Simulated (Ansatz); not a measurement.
# Ag (Silver, Fm-3m): thermal expansion from first principles, part 2 of 3

How much does Ag (Silver) expand with temperature?

Ansatz 0.2.0; DFT LDA, scalar-relativistic, plane waves, PAW; PAW set soft_1.

So far. Step 2 (A first coarse run): The start is under -6.7 GPa at this level and looks like a metal on this mesh. Step 4 (Relaxing to small residual forces and stress): The residual pressure is 4.7e-4 GPa, small enough for phonons.

### Step 5. The quasi-harmonic study

Thermal expansion follows from how the free energy of the vibrations (and of the electrons in a metal) changes with strain, so the program makes strained cells, their phonons and a fit in one run.

File input.yaml:

```yaml
crystal:
  lattice:
    - [0.0, 2.0010837689, 2.0010837689]
    - [2.0010837689, 0.0, 2.0010837689]
    - [2.0010837689, 2.0010837689, 0.0]
  atoms:
    - { symbol: Ag, position: [0.0, 0.0, 0.0] }
kpoints:
  mp_grid: { grid: [20, 20, 20] }
hamiltonian:
  xc: lda
  pseudopotentials: { kind: paw, azcp: { folder: soft_1 }, xc_functional: pbe }
scf:
  occupations: { method: methfessel_paxton, width: 0.2 }
  lower_state_search: "off"
output:
  eigenvalues: true
phonons:
  method: dfpt
  qmesh: [4, 4, 4]
  temperatures: { t_max: 1200.0, t_step: 50 }
  thermal_expansion: {}
```

The run is started by

```bash
> ansatz run input.yaml --threads 8 --pin off --max-ram 16384MiB --backend cpu --events-out ev --progress --plain --runs-dir out
```

Numbers of over 12 decimals in the logs are rounded to 6 here.

The program printed:

```text
[...]
Crystal: 1 atoms, lattice volume = 16.026 Å³
Basis set: ecut = 487.2 eV, 387 PW (Γ), exchange–correlation on 48×48×48 points (8 copies of the dense FFT grid, shifted against one another)
Bands: 14, of which v1, the nominal top of the filled ones, is band 10 counted from 1 (9 counted from 0)
Symmetry: 48 space group operations
[...]
k-points: 256 of 8000
[...]
SCF iter   1: F=—  HF=-7458.608706 eV  |F-HF|=—  |Δ(HF+E_count)|=         —  Δρ=9.20e-2  dr2=1.39e0  ethr=3.10e-3  ⟨swp⟩=4.4  Hψ=17311  notcnv=0
[...]
SCF iter   8: F=-7458.202417 eV  HF=-7458.202417 eV  |F-HF|=0.00e0  |Δ(HF+E_count)|=  1.55e-11  S|Δr|=    0.00e0  Δρ=1.73e-8  dr2=4.36e-14  ethr=1.00e-12  ⟨swp⟩=6.5  Hψ=14615  notcnv=0
SCF 1 converged in 8 iterations: F = -7458.202417 eV  dr2 = 4.36e-14
[...]
relax step   1: F+E_penalty+E_count = -7458.20241745 eV  Δ(F+E_penalty+E_count) = +0.000e0 eV  max|allowed force component| = 0.000e0 eV/Å  Δτ_max = 0.0000 Å  (8 SCF iters, accepted)
SCF converged after 8 iterations
[...]
Free energy (F): -7458.202417 eV
[...]
Internal energy: -7458.202506 eV  (E = F + TS)
E sigma→0 (E₀):  -7458.202440 eV
Entropy (-TS):   0.000089 eV (0.089 meV/atom)
Fermi energy:    18.266698 eV
[...]
--- Stress (GPa, compression-positive) ---
       -0.023159       0.000000      -0.000000
       -0.000000      -0.023159      -0.000000
       -0.000000       0.000000      -0.023159
  P = ⅓ Tr σ = -0.0232 GPa (-0.232 kbar)
--- Band table (eV; the first three rows and the last of 256) ---
  k-point 0: bands = [... 6 lower, 13.2899, 13.2899, 14.4692, 14.4692, 34.2865, 38.1165, 38.1165, 38.1165]
  k-point 1: bands = [... 6 lower, 13.3146, 13.3146, 14.4591, 14.4591, 34.3267, 37.4592, 38.1696, 38.1696]
  k-point 2: bands = [... 6 lower, 13.3810, 13.3810, 14.4370, 14.4370, 34.3155, 36.1389, 38.3132, 38.3132]
  k-point 255: bands = [... 6 lower, 12.9631, 14.4623, 15.6031, 24.4307, 24.4307, 25.5525, 26.8552, 41.3394]
── thermal expansion: 3 new cells, 3 in all ──
thermal expansion: relaxation of cell 2
thermal expansion: relaxation of cell 3
── thermal expansion: 2 new cells, 5 in all ──
thermal expansion: relaxation of cell 4
thermal expansion: electrons of cell 4
thermal expansion: phonons of cell 4
thermal expansion: relaxation of cell 5
thermal expansion: electrons of cell 1
thermal expansion: electrons of cell 2
thermal expansion: electrons of cell 3
thermal expansion: electrons of cell 5
thermal expansion: phonons of cell 5
── thermal expansion: 7 new cells, 12 in all ──
thermal expansion: relaxation of cell 6
thermal expansion: relaxation of cell 7
thermal expansion: relaxation of cell 8
thermal expansion: relaxation of cell 9
thermal expansion: relaxation of cell 10
thermal expansion: relaxation of cell 11
thermal expansion: relaxation of cell 12
thermal expansion: electrons of cell 6
thermal expansion: electrons of cell 7
thermal expansion: electrons of cell 8
thermal expansion: electrons of cell 9
thermal expansion: electrons of cell 10
thermal expansion: electrons of cell 11
thermal expansion: electrons of cell 12
thermal expansion: phonons of cell 6
thermal expansion: phonons of cell 7
thermal expansion: phonons of cell 8
thermal expansion: phonons of cell 9
--- Relaxed structure (1 steps of the walk, 1 accepted, 0 SCFs on fresh bases) ---
  F+E_penalty+E_count = -7458.20241745 eV   max|allowed force component| = 0.000e0 eV/Å
  atoms:
    - { symbol: Ag, position: [0.0, 0.0, 0.0] }
--- Thermal expansion: 12 cells in 3 rounds, 0 GPa ---
  no lower state was looked for at cell 4: scf.lower_state_search: off
  without vibrations: a 2.82980, b 2.82980, c 2.82980 Å, V 16.0233 Å³, B 138.99 GPa
  at 0 K: a 2.83370, b 2.83370, c 2.83370 Å, V 16.0897 Å³, B 136.90 GPa
  zero-point expansion: a +0.138, b +0.138, c +0.138, V +0.415 %
      T/K        a/Å        b/Å        c/Å       V/Å³ | expansion of a, b, c, V (1e-6/K)   | that of V in the mean from 25 °C | C_P, C_V (J/mol K of the cell) | B_T, B_S (GPa)
     0.00    2.83370    2.83370    2.83370    16.0897 |    0.00    0.00    0.00    0.00 |   36.26 |     0.000     0.000 |   136.90   136.90
   150.00    2.83736    2.83736    2.83736    16.1521 |   14.46   14.46   14.46   43.37 |   47.09 |    22.696    22.332 |   132.79   134.96
   298.15    2.84399    2.84399    2.84399    16.2655 |   16.67   16.67   16.67   50.00 |       - |    25.343    24.419 |   126.66   131.46
   400.00    2.84896    2.84896    2.84896    16.3509 |   17.58   17.58   17.58   52.75 |   51.53 |    26.142    24.802 |   122.25   128.86
   550.00    2.85676    2.85676    2.85676    16.4857 |   18.91   18.91   18.91   56.73 |   53.73 |    27.114    25.085 |   115.43   124.77
   700.00    2.86519    2.86519    2.86519    16.6320 |   20.43   20.43   20.43   61.28 |   56.07 |    28.108    25.261 |   108.16   120.35
   850.00    2.87437    2.87437    2.87437    16.7924 |   22.29   22.29   22.29   66.86 |   58.69 |    29.253    25.398 |   100.30   115.53
  1000.00    2.88449    2.88449    2.88449    16.9704 |   24.71   24.71   24.71   74.12 |   61.75 |    30.666    25.519 |    91.69   110.18
  1150.00    2.89588    2.89588    2.89588    17.1723 |   28.05   28.05   28.05   84.16 |   65.44 |    32.541    25.631 |    82.03   104.15
  1200.00    2.90005    2.90005    2.90005    17.2465 |   29.49   29.49   29.49   88.47 |   66.87 |    33.326    25.668 |    78.51   101.94
  the static fit leaves 0.004 meV an atom of the energies and, of the stresses, 0.001 GPa of each cell's largest along a strain (root mean squares over the cells), whose Pulay part it has at -0.021 GPa
  vibrations' free energy: its fit leaves 0.0001 meV an atom at the most
  the electrons' free energy at temperature is in it; its fit leaves 0.0004 meV an atom at the most
  free energies summed between the sampled wave vectors
  estimated error of the fitted expansion in any direction: up to 0.040e-6/K, at 1050 K (an estimate, not a bound: it was exceeded on models of known expansion)
  by sums over the sampled wave vectors an expansion of the volume parts by up to 3.97e-6/K
  by a static energy of one degree less an expansion of the volume parts by up to 0.39e-6/K
```

Elapsed: 18 min, on 8 threads of Arm Neoverse V1, shared host; peak memory 4.5 GiB.

This step gave:

```
pressure                                         : -0.02316 GPa
volume expansion coefficient at 298 K            : 50.00 1e-6/K
C_P at 298 K                                     : 25.34 J/mol-atom/K
entropy at 298 K                                 : 41.32 J/mol-atom/K
isothermal bulk modulus at 298 K                 : 126.7 GPa
Grüneisen parameter at 298 K                     : 2.540
volume at 298 K                                  : 16.27 Å³/atom
principal linear expansion coefficients at 298 K : 16.67, 16.67, 16.67 1e-6/K
```

Strained cells of the study; zero-point energy where phonons were solved; the pressures are stresses at a fixed cutoff and can carry an offset from the finite basis. Expansion cells, by row:

```
cell  |a| (Å)  |b| (Å)  |c| (Å)  V (Å³/atom)  E - E_lowest (meV/atom)  pressure, compression positive (GPa)  gap (eV)  zero-point energy (meV/atom)
   1     2.83     2.83     2.83        16.03                        0                                -0.046         -                             -
   2    2.853    2.853    2.853        16.41                    3.914                                 -3.15         -                             -
   3    2.808    2.808    2.808        15.65                    4.028                                 3.499         -                             -
   4     2.83     2.83     2.83        16.03                    0.001                                 -0.07         -                          22.5
   5    2.844    2.844    2.844        16.27                    1.598                                 -2.06         -                         21.64
   6    2.864    2.864    2.864        16.61                    8.622                                -4.545         -                         20.48
   7    2.881    2.881    2.881        16.91                    18.88                                -6.457         -                          19.5
   8    2.898    2.898    2.898        17.21                    32.76                                -8.172         -                         18.53
   9    2.915    2.915    2.915        17.52                    50.02                                -9.701         -                         17.56
  10    2.802    2.802    2.802        15.56                    6.302                                 4.439         -                             -
  11    2.816    2.816    2.816        15.79                    1.512                                 2.092         -                             -
  12    2.939    2.939    2.939        17.95                    78.07                                -11.48         -                             -
```

Quasi-harmonic; a, b, c are the run's own cell vectors. Expansion, by row:

```
T (K)  a (Å)  b (Å)  c (Å)  alpha (deg)  beta (deg)  gamma (deg)  cell volume (Å³/cell)  alpha_a (1e-6/K)  alpha_b (1e-6/K)  alpha_c (1e-6/K)  alpha_V (1e-6/K)  C_P (J/mol-atom/K)  C_V (J/mol-atom/K)  S (J/mol-atom/K)  B_T (GPa)  B_S (GPa)  Grueneisen  extrapolation  fit error (1e-6/K)
    0  2.834  2.834  2.834           60          60           60                  16.09                 0                 0                 0                 0                   0                   0                 0      136.9      136.9           -              0                   0
   50  2.834  2.834  2.834           60          60           60                   16.1               6.6               6.6               6.6              19.8                10.8               10.78             5.292      136.4      136.7       2.429              0                   0
  100  2.835  2.835  2.835           60          60           60                  16.12             12.36             12.36             12.36             37.08               19.66               19.48             16.07      134.7        136       2.489              0                   0
  150  2.837  2.837  2.837           60          60           60                  16.15             14.46             14.46             14.46             43.37                22.7               22.33             24.71      132.8        135       2.509              0                   0
  200  2.839  2.839  2.839           60          60           60                  16.19             15.49             15.49             15.49             46.47               24.05                23.5             31.44      130.8      133.8       2.521              0                0.01
  250  2.842  2.842  2.842           60          60           60                  16.23             16.16             16.16             16.16             48.48               24.83               24.09              36.9      128.7      132.6       2.531              0                0.01
298.1  2.844  2.844  2.844           60          60           60                  16.27             16.67             16.67             16.67                50               25.34               24.42             41.32      126.7      131.5        2.54              0                0.01
  300  2.844  2.844  2.844           60          60           60                  16.27             16.68             16.68             16.68             50.05               25.36               24.43             41.48      126.6      131.4       2.541              0                0.01
  350  2.846  2.846  2.846           60          60           60                  16.31             17.15             17.15             17.15             51.44               25.78               24.65             45.42      124.4      130.2        2.55              0                0.01
  400  2.849  2.849  2.849           60          60           60                  16.35             17.58             17.58             17.58             52.75               26.14                24.8             48.88      122.2      128.9        2.56              0                0.01
  450  2.851  2.851  2.851           60          60           60                  16.39             18.02             18.02             18.02             54.05               26.48               24.92             51.98        120      127.5        2.57              0                0.02
  500  2.854  2.854  2.854           60          60           60                  16.44             18.46             18.46             18.46             55.37                26.8               25.01             54.79      117.8      126.2       2.581              0                0.02
  550  2.857  2.857  2.857           60          60           60                  16.49             18.91             18.91             18.91             56.73               27.11               25.09             57.36      115.4      124.8       2.592              0                0.02
  600   2.86   2.86   2.86           60          60           60                  16.53             19.39             19.39             19.39             58.16               27.43               25.15             59.73      113.1      123.3       2.603              0                0.02
  650  2.862  2.862  2.862           60          60           60                  16.58             19.89             19.89             19.89             59.67               27.77               25.21             61.94      110.6      121.9       2.615              0                0.03
  700  2.865  2.865  2.865           60          60           60                  16.63             20.43             20.43             20.43             61.28               28.11               25.26             64.01      108.2      120.3       2.628              0                0.03
  750  2.868  2.868  2.868           60          60           60                  16.68                21                21                21                63               28.47               25.31             65.96      105.6      118.8       2.641              0                0.03
  800  2.871  2.871  2.871           60          60           60                  16.74             21.62             21.62             21.62             64.85               28.85               25.36             67.81        103      117.2       2.655              0                0.03
  850  2.874  2.874  2.874           60          60           60                  16.79             22.29             22.29             22.29             66.86               29.25                25.4             69.57      100.3      115.5        2.67              0                0.03
  900  2.878  2.878  2.878           60          60           60                  16.85             23.02             23.02             23.02             69.05               29.69               25.44             71.26      97.53      113.8       2.686              0                0.04
  950  2.881  2.881  2.881           60          60           60                  16.91             23.82             23.82             23.82             71.46               30.16               25.48             72.87      94.66        112       2.703              0                0.04
 1000  2.884  2.884  2.884           60          60           60                  16.97             24.71             24.71             24.71             74.12               30.67               25.52             74.43      91.69      110.2       2.721              0                0.04
 1050  2.888  2.888  2.888           60          60           60                  17.03             25.69             25.69             25.69             77.08               31.23               25.56             75.94       88.6      108.3       2.741              0                0.04
 1100  2.892  2.892  2.892           60          60           60                   17.1              26.8              26.8              26.8              80.4               31.85               25.59             77.41      85.39      106.2       2.762              0                0.04
 1150  2.896  2.896  2.896           60          60           60                  17.17             28.05             28.05             28.05             84.16               32.54               25.63             78.84      82.03      104.2       2.785              0                0.04
 1200    2.9    2.9    2.9           60          60           60                  17.25             29.49             29.49             29.49             88.47               33.33               25.67             80.24      78.51      101.9       2.811              0                0.04
```

[end of part 2 of 3]

[Logs are printed without paths, hosts, clocks, repeated set-up lines and the standing remarks that a program may print on its own settings, such as how far it seeks lower states.]

[Hosts, paths, dates, database ids (printed as entryN), source tags and the programs' standing remarks are cut or masked in the printed files.]

[A step with changed settings may run another functional than the one named; its input shows which.]
